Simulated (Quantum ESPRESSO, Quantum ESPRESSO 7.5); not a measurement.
# antimonene, 1 layer, stepped through biaxial strain

What law, if any, do the results for antimonene, 1 layer follow against biaxial strain?

Program: Quantum ESPRESSO 7.5. Level of theory: plane-wave DFT, PBE, GBRV ultrasoft pseudopotentials. Results are calculated unless marked as measured.

## Step 1: Set-up

The cell holds 2 atoms: 2 Sb. Cell: a = 4.120 Å, b = 4.120 Å, c = 16.650 Å, α = 90.0°, β = 90.0°, γ = 120.0°. It derives from Sb. Vacuum lies along c.

Set-up: Cell and atoms are first relaxed; each strained cell is then held and the atoms relax in it. A periodic run with 15 Å of vacuum in the starting cell gives the vacuum levels, and bands follow along a path. The bands are repeated with spin-orbit coupling and fully relativistic files.

Members -2, -1, 0, 1 and 2 took the same steps and show in the table alone.

## Step 2: Variable-cell relaxation of the reference

What the set-up leaves free in this member is relaxed.

Contents of ref.relax.in:

```
&control
  prefix = 'ref.relax'
  outdir = './out'
  pseudo_dir = './pseudo'
  nstep = 80
  forc_conv_thr = 0.0004
  calculation = 'vc-relax'
  etot_conv_thr = 1e-06
/
&system
  ibrav = 0
  nat = 2
  ntyp = 1
  ecutwfc = 50
  ecutrho = 250
  occupations = 'smearing'
  smearing = 'fd'
  degauss = 0.004
/
&electrons
  conv_thr = 1e-09
  mixing_beta = 0.4
  electron_maxstep = 120
  mixing_mode = 'plain'
/
&ions
/
&cell
  cell_dofree = '2Dxy'
  press_conv_thr = 0.3
/
ATOMIC_SPECIES
  Sb  121.7600  sb_pbe_v1.4.uspp.F.UPF
CELL_PARAMETERS angstrom
  4.12000000000000 0.00000000000000 0.00000000000000
  -2.06000000000000 3.56802466359189 0.00000000000000
  0.00000000000000 0.00000000000000 16.65000000000000
ATOMIC_POSITIONS crystal
  Sb  0.666666666700 0.333333333300 0.450450450450
  Sb  0.333333333300 0.666666666700 0.549549549550
K_POINTS automatic
  12 12 1 0 0 0
```

On the command line:

```
$ OMP_NUM_THREADS=1 mpirun -n 4 pw.x -nk 4 -in ref.relax.in > ref.relax.out
```

Log:

```text
Program PWSCF v.7.5 starts
[citation notice left out]

     Parallel version (MPI & OpenMP), running on       4 processor cores
     Number of MPI processes:                 4
     Threads/MPI process:                     1

     MPI processes distributed on     1 nodes
[...]
Current dimensions of program PWSCF are:
     Max number of different atomic species (ntypx) = 10
     Max number of k-points (npk) =  40000
     Max angular momentum in pseudopotentials (lmaxx) =  4
     Message from routine setup:
     using ibrav=0 with symmetry is DISCOURAGED, use correct ibrav instead

     K-points division:     npool     =       4
     Subspace diagonalization in iterative solution of the eigenvalue problem:
     a serial algorithm will be used

     G-vector sticks info
     --------------------
     sticks:   dense  smooth     PW     G-vecs:    dense   smooth      PW
     Sum        1039     847    241               110313    79035   12317

     Using Slab Decomposition

     bravais-lattice index     =            0
     lattice parameter (alat)  =       7.7857  a.u.
     unit-cell volume          =    1651.7180 (a.u.)^3
     number of atoms/cell      =            2
     number of atomic types    =            1
     number of electrons       =        30.00
     number of Kohn-Sham states=           19
     kinetic-energy cutoff     =      50.0000  Ry
     charge density cutoff     =     250.0000  Ry
     scf convergence threshold =      1.0E-09
     mixing beta               =       0.4000
     number of iterations used =            8  plain     mixing
     energy convergence thresh.=      1.0E-06
     force convergence thresh. =      4.0E-04
     press convergence thresh. =      3.0E-01
     Exchange-correlation=  SLA  PW   PBX  PBC
                           (   1   4   3   4   0   0   0)
     nstep                     =           80

     celldm(1)=   7.785672  celldm(2)=   0.000000  celldm(3)=   0.000000
     celldm(4)=   0.000000  celldm(5)=   0.000000  celldm(6)=   0.000000

     crystal axes: (cart. coord. in units of alat)
               a(1) = (   1.000000   0.000000   0.000000 )
               a(2) = (  -0.500000   0.866025   0.000000 )
               a(3) = (   0.000000   0.000000   4.041262 )

     reciprocal axes: (cart. coord. in units 2 pi/alat)
               b(1) = (  1.000000  0.577350 -0.000000 )
               b(2) = (  0.000000  1.154701  0.000000 )
               b(3) = (  0.000000 -0.000000  0.247447 )

     PseudoPot. # 1 for Sb read from file:
     ./pseudo/sb_pbe_v1.4.uspp.F.UPF
     Pseudo is Ultrasoft + core correction, Zval = 15.0
     Generated by new atomic code, or converted to UPF format
     Using radial grid of  891 points,  6 beta functions with:
                l(1) =   0
                l(2) =   0
                l(3) =   1
                l(4) =   1
                l(5) =   2
                l(6) =   2
     Q(r) pseudized with  8 coefficients,  rinner =    1.350   1.350   1.350
                                                       1.350   1.350

     atomic species   valence    mass     pseudopotential
     Sb               15.00   121.76000     Sb( 1.00)

     12 Sym. Ops., with inversion, found

   Cartesian axes

     site n.     atom                  positions (alat units)
         1        Sb     tau(   1) = (   0.5000000   0.2886751   1.8203883  )
         2        Sb     tau(   2) = (  -0.0000000   0.5773503   2.2208738  )

     number of k points=    19  Fermi-Dirac smearing, width (Ry)=  0.0040
                       cart. coord. in units 2pi/alat
        k(    1) = (   0.0000000   0.0000000   0.0000000), wk =   0.0138889
        k(    2) = (   0.0000000   0.0962250   0.0000000), wk =   0.0833333
        k(    3) = (   0.0000000   0.1924501   0.0000000), wk =   0.0833333
        k(    4) = (   0.0000000   0.2886751   0.0000000), wk =   0.0833333
        k(    5) = (   0.0000000   0.3849002   0.0000000), wk =   0.0833333
        k(    6) = (   0.0000000   0.4811252   0.0000000), wk =   0.0833333
        k(    7) = (   0.0000000  -0.5773503   0.0000000), wk =   0.0416667
        k(    8) = (   0.0833333   0.1443376   0.0000000), wk =   0.0833333
        k(    9) = (   0.0833333   0.2405626   0.0000000), wk =   0.1666667
        k(   10) = (   0.0833333   0.3367877   0.0000000), wk =   0.1666667
[...]
k(   19) = (   0.3333333   0.5773503   0.0000000), wk =   0.0277778

     Dense  grid:   110313 G-vectors     FFT dimensions: (  40,  40, 160)

     Smooth grid:    79035 G-vectors     FFT dimensions: (  36,  36, 144)

     Estimated max dynamical RAM per process >     173.53 MB

     Estimated total dynamical RAM >     613.33 MB

     Check: negative core charge=   -0.000003

     Initial potential from superposition of free atoms

     starting charge      28.0000, renormalised to      30.0000

     negative rho (up, down):  2.320E-04 0.000E+00
     Starting wfcs are   18 randomized atomic wfcs +    1 random wfcs

     total cpu time spent up to now is        1.3 secs

     per-process dynamical memory:    77.0 Mb

     Self-consistent Calculation

     iteration #  1     ecut=    50.00 Ry     beta= 0.40
     Davidson diagonalization with overlap
     ethr =  1.00E-02,  avg # of iterations =  7.7

     negative rho (up, down):  1.787E-06 0.000E+00

     total cpu time spent up to now is        3.8 secs

     total energy              =    -369.59185387 Ry
     estimated scf accuracy    <       2.26319045 Ry

     iteration #  2     ecut=    50.00 Ry     beta= 0.40
[...]
negative rho (up, down):  6.349E-07 0.000E+00

[...]
total energy              =    -369.87107368 Ry
     estimated scf accuracy    <       0.12190183 Ry

     iteration #  3     ecut=    50.00 Ry     beta= 0.40
[...]
negative rho (up, down):  1.201E-05 0.000E+00

[...]
total energy              =    -369.89231309 Ry
     estimated scf accuracy    <       0.00704038 Ry

     iteration #  4     ecut=    50.00 Ry     beta= 0.40
[...]
negative rho (up, down):  6.091E-05 0.000E+00

[...]
total energy              =    -369.89257144 Ry
     estimated scf accuracy    <       0.00113981 Ry

     iteration #  5     ecut=    50.00 Ry     beta= 0.40
[...]
negative rho (up, down):  4.692E-05 0.000E+00

[...]
total energy              =    -369.89263231 Ry
     estimated scf accuracy    <       0.00002009 Ry

[...]
Davidson diagonalization with overlap
     ethr =  1.00E-06,  avg # of iterations =  3.9

     Threshold (ethr) on eigenvalues was too large:
     Diagonalizing with lowered threshold

     Davidson diagonalization with overlap
     ethr =  3.59E-09,  avg # of iterations =  4.0

     negative rho (up, down):  5.051E-05 0.000E+00

     total cpu time spent up to now is       37.7 secs

     total energy              =    -369.89269269 Ry
     estimated scf accuracy    <       0.00000114 Ry

[...]
iteration #  5     ecut=    50.00 Ry     beta= 0.40
[...]
negative rho (up, down):  5.063E-05 0.000E+00

[...]
End of self-consistent calculation

[...]
the Fermi energy is    -0.6698 ev

!    total energy              =    -369.89269274 Ry
     estimated scf accuracy    <          4.8E-11 Ry
     smearing contrib. (-TS)   =      -0.00000004 Ry
     internal energy E=F+TS    =    -369.89269270 Ry

     The total energy is F=E-TS. E is the sum of the following terms:
     one-electron contribution =    -898.55583510 Ry
     hartree contribution      =     454.26001037 Ry
     xc contribution           =     -88.01289031 Ry
     ewald contribution        =     162.41602234 Ry

     convergence has been achieved in   5 iterations

     negative rho (up, down):  5.063E-05 0.000E+00

     Forces acting on atoms (cartesian axes, Ry/au):

     atom    1 type  1   force =     0.00000000    0.00000000    0.00093019
     atom    2 type  1   force =    -0.00000000   -0.00000000   -0.00093019

     Total force =     0.001315     Total SCF correction =     0.000001

     Computing stress (Cartesian axis) and pressure

     negative rho (up, down):  5.063E-05 0.000E+00
          total   stress  (Ry/bohr**3)                   (kbar)     P=       -0.39
  -0.00000181  -0.00000000   0.00000000           -0.27       -0.00        0.00
  -0.00000000  -0.00000181   0.00000000           -0.00       -0.27        0.00
   0.00000000   0.00000000  -0.00000429            0.00        0.00       -0.63

     Energy error            =      1.9E-05 Ry
     Gradient error          =      9.3E-04 Ry/Bohr
     Cell gradient error     =      2.7E-01 kbar

     number of scf cycles    =   3
     number of bfgs steps    =   2

     enthalpy           old  =    -369.8926735834 Ry
     enthalpy           new  =    -369.8926927438 Ry

     CASE: enthalpy          _new < enthalpy          _old

     new trust radius        =       0.0026223135 bohr
     new conv_thr            =            2.3E-11 Ry

     new unit-cell volume =   1650.36244 a.u.^3 (   244.55848 Ang^3 )
     density =      1.65349 g/cm^3

CELL_PARAMETERS (angstrom)
   4.118309014  -0.000000000   0.000000000
  -2.059154507   3.566560226   0.000000000
   0.000000000   0.000000000  16.650000000

ATOMIC_POSITIONS (crystal)
Sb               0.6666666667        0.3333333333        0.4508249403
Sb               0.3333333333        0.6666666667        0.5491750597

[...]
NEW-OLD atomic charge density approx. for the potential
     New effective cutoffs (rho, wfc):  250.18   50.04

     Check: negative core charge=   -0.000003

     negative rho (up, down):  5.080E-05 0.000E+00

     total cpu time spent up to now is       46.3 secs

     per-process dynamical memory:    82.8 Mb

[...]
!    total energy              =    -369.89269546 Ry
[...]
Total force =     0.000107     Total SCF correction =     0.000002
[...]
number of bfgs steps    =   3
[...]
new trust radius        =       0.0001514739 bohr
[...]
!    total energy              =    -369.89269552 Ry
[...]
Total force =     0.000077     Total SCF correction =     0.000006
[...]
Self-consistent Calculation

     iteration #  1     ecut=    50.00 Ry     beta= 0.40
     Davidson diagonalization with overlap
     c_bands:  1 eigenvalues not converged
     c_bands:  2 eigenvalues not converged
     c_bands:  1 eigenvalues not converged
     c_bands:  1 eigenvalues not converged
     ethr =  1.00E-06,  avg # of iterations = 19.5

     negative rho (up, down):  1.662E-06 0.000E+00

     total cpu time spent up to now is       73.5 secs

     total energy              =    -369.55536375 Ry
     estimated scf accuracy    <       2.32898888 Ry

[...]
iteration # 12     ecut=    50.00 Ry     beta= 0.40
[...]
negative rho (up, down):  4.869E-05 0.000E+00

[...]
End of self-consistent calculation

          k = 0.0000 0.0000 0.0000 (  9893 PWs)   bands (ev):

   -29.8658 -29.8658 -29.7951 -29.7951 -29.7507 -29.6892 -29.6892 -29.6529
   -29.6092 -29.6092 -12.5513  -7.5991  -1.8835  -1.2881  -1.2881   0.2949
     1.5053   2.8817   2.9820

          k = 0.0000 0.0963 0.0000 (  9877 PWs)   bands (ev):

   -29.8654 -29.8623 -29.7946 -29.7929 -29.7498 -29.6907 -29.6893 -29.6538
   -29.6132 -29.6094 -12.4775  -7.5967  -2.0071  -1.8523  -1.4569   0.7894
     1.4123   1.6682   2.9671

          k = 0.0000 0.1925 0.0000 (  9865 PWs)   bands (ev):

   -29.8641 -29.8522 -29.7933 -29.7865 -29.7468 -29.6952 -29.6898 -29.6567
   -29.6247 -29.6100 -12.2585  -7.6233  -3.0676  -1.8322  -1.7927   0.4978
     1.9847   1.9948   3.1997

          k = 0.0000 0.2888 0.0000 (  9831 PWs)   bands (ev):

   -29.8623 -29.8368 -29.7911 -29.7768 -29.7417 -29.7025 -29.6913 -29.6621
   -29.6410 -29.6109 -11.9033  -7.7828  -3.8899  -2.2308  -1.8304   0.0803
     2.1744   2.2094   3.5465

          k = 0.0000 0.3851 0.0000 (  9855 PWs)   bands (ev):

   -29.8605 -29.8196 -29.7865 -29.7646 -29.7350 -29.7123 -29.6948 -29.6745
   -29.6542 -29.6118 -11.4350  -8.1832  -4.2813  -2.5558  -2.1193   0.0087
     1.7978   2.2819   4.0144

          k = 0.0000 0.4813 0.0000 (  9848 PWs)   bands (ev):

   -29.8591 -29.8082 -29.7749 -29.7510 -29.7301 -29.7240 -29.7004 -29.6920
   -29.6594 -29.6124 -10.9237  -8.7388  -4.2965  -2.7633  -2.5351   0.2063
     1.3755   2.2761   3.9454

[...]
the Fermi energy is    -0.6734 ev

!    total energy              =    -369.89268737 Ry
     estimated scf accuracy    <          1.9E-12 Ry
     smearing contrib. (-TS)   =      -0.00000004 Ry
     internal energy E=F+TS    =    -369.89268732 Ry

     The total energy is F=E-TS. E is the sum of the following terms:
     one-electron contribution =    -899.06898140 Ry
     hartree contribution      =     454.51509198 Ry
     xc contribution           =     -88.01432303 Ry
     ewald contribution        =     162.67552512 Ry

     convergence has been achieved in  12 iterations

     negative rho (up, down):  4.869E-05 0.000E+00

     Forces acting on atoms (cartesian axes, Ry/au):

     atom    1 type  1   force =    -0.00000000   -0.00000000   -0.00003965
     atom    2 type  1   force =     0.00000000    0.00000000    0.00003965

     Total force =     0.000056     Total SCF correction =     0.000014
     SCF correction compared to forces is large: reduce conv_thr to get better values

     Computing stress (Cartesian axis) and pressure

     negative rho (up, down):  4.869E-05 0.000E+00
          total   stress  (Ry/bohr**3)                   (kbar)     P=       -0.20
  -0.00000080  -0.00000000   0.00000000           -0.12       -0.00        0.00
  -0.00000000  -0.00000080   0.00000000           -0.00       -0.12        0.00
   0.00000000   0.00000000  -0.00000244            0.00        0.00       -0.36

[...]
=------------------------------------------------------------------------------=
   JOB DONE.
=------------------------------------------------------------------------------=
```

Run time: 96 s. Hardware: 4 MPI ranks of Arm Neoverse V1, shared host; peak memory 0.75 GiB.

Step by step:

```tsv
step	energy less that of the first step (eV)	largest force (eV/Å)	volume (Å³)
1	0.0000	0.1122	244.76
2	-0.0005	0.0691	244.69
3	-0.0007	0.0239	244.61
4	-0.0007	0.0019	244.56
5	-0.0007	0.0014	244.55
6	-0.0006	0.0010	244.55
```

```tsv
cell as run	before	after	change
a (Å)	4.120	4.118	-0.0 %
b (Å)	4.120	4.118	-0.0 %
```

The relaxed structure:

```
CELL_PARAMETERS angstrom
4.11823 0.00000 0.00000
-2.05912 3.56649 0.00000
0.00000 0.00000 16.65000
ATOMIC_POSITIONS crystal
Sb 0.66667 0.33333 0.45082
Sb 0.33333 0.66667 0.54918
```

 The last row is no step: it is a fresh SCF in the final cell with a new plane-wave basis, +0 meV from the row before.

This step gave:

* free energy: -5032.6464 eV
* Fermi energy: -0.6734 eV

(Part 1 of 6 ends here.)

[Logs are printed without paths, hosts, clocks, repeated set-up lines and the standing remarks that a program may print on its own settings, such as how far it seeks lower states.]

[Hosts, paths, dates, database ids (printed as entryN), source tags and the programs' standing remarks are cut or masked in the printed files.]

[Maps of the electrostatic potential energy from Ansatz leave out the sawtooth potential of an applied field or a dipole correction, so their vacuum need not be flat; planar profiles and work functions include it.]
